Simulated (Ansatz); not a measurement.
# Binding curve of graphene/h-AlN heterobilayer (68 atoms)

The cell holds 68 atoms: 42 C, 13 Al and 13 N. Its edges and angles: a = 11.279 Å, b = 11.279 Å, c = 19.440 Å, α = 90.0°, β = 90.0°, γ = 120.0°. It derives from C and AlN. The starting structure: 21 cells of graphene (a = 2.46 Å, strained +0.05 %) and 13 cells of h-AlN (a = 3.13 Å, -0.05 %) on one hexagonal cell, twist 57.00 deg; facing planes 3.44 Å apart; 16 Å of vacuum; displaced by a Gaussian of 0.01 Å. Regions: layer 1, 42 atoms (42 C); layer 2, 26 atoms (13 Al and 13 N). Vacuum lies along c.

Calculated with Ansatz 0.2.0: Kohn-Sham DFT, LDA, PAW (set soft_2), plane waves; cutoff 420 eV, k-mesh 3×3×1, fermi-dirac smearing of 0.025 eV. The upper part is moved rigidly along the normal by z from its relaxed place. Energies are the whole cell less its two frozen parts, over the face of 110.2 Å².

```
shift z (Å)  interaction energy (meV/Å²)
       -0.3                       -6.558
       +0.0                       -9.179
       +0.3                       -7.884
       +0.8                       -4.356
       +1.6                            ?
```

Task: Fit the universal binding curve to the rows given and extrapolate to the withheld row.

**Working.**

The universal binding curve is E(z) = −D (1 + z/l) exp(−z/l), whose curvature at z = 0 is D/l². The depth is D = 9.179 meV/Å². The three points about zero give the curvature [E(+0.3) + E(−0.3) − 2E(0)] / 0.3² = 43.51 meV/Å⁴, so l = √(D / curvature) = 0.459 Å. At z = 1.6 Å, z/l = 3.484.

Prediction at +1.6: -1.263 meV/Å². The run gave -1.175 meV/Å², so the fit is low by 0.088 meV/Å² (7.5 % of the value).

At the last row, z = 1.6 Å, the curve gives -1.26 against -1.18 meV/Å² computed. Among the rows given, the largest miss of the fit is at -0.3, by 0.44 meV/Å² (5.5 % of the range of the table).

Limits: The parts are rigid, and they also feel their periodic images through the vacuum. The functional has no dispersion term, so long-range attraction between the parts is missing. The slab bears a dipole and has periodic images along its normal, so a spurious field crosses the vacuum.

[Long decimals in the printed logs are rounded to 6 places.]

[Logs are printed without paths, hosts, clocks, repeated set-up lines and the standing remarks that a program may print on its own settings, such as how far it seeks lower states.]

[Hosts, paths, dates, database ids (printed as entryN), source tags and the programs' standing remarks are cut or masked in the printed files.]
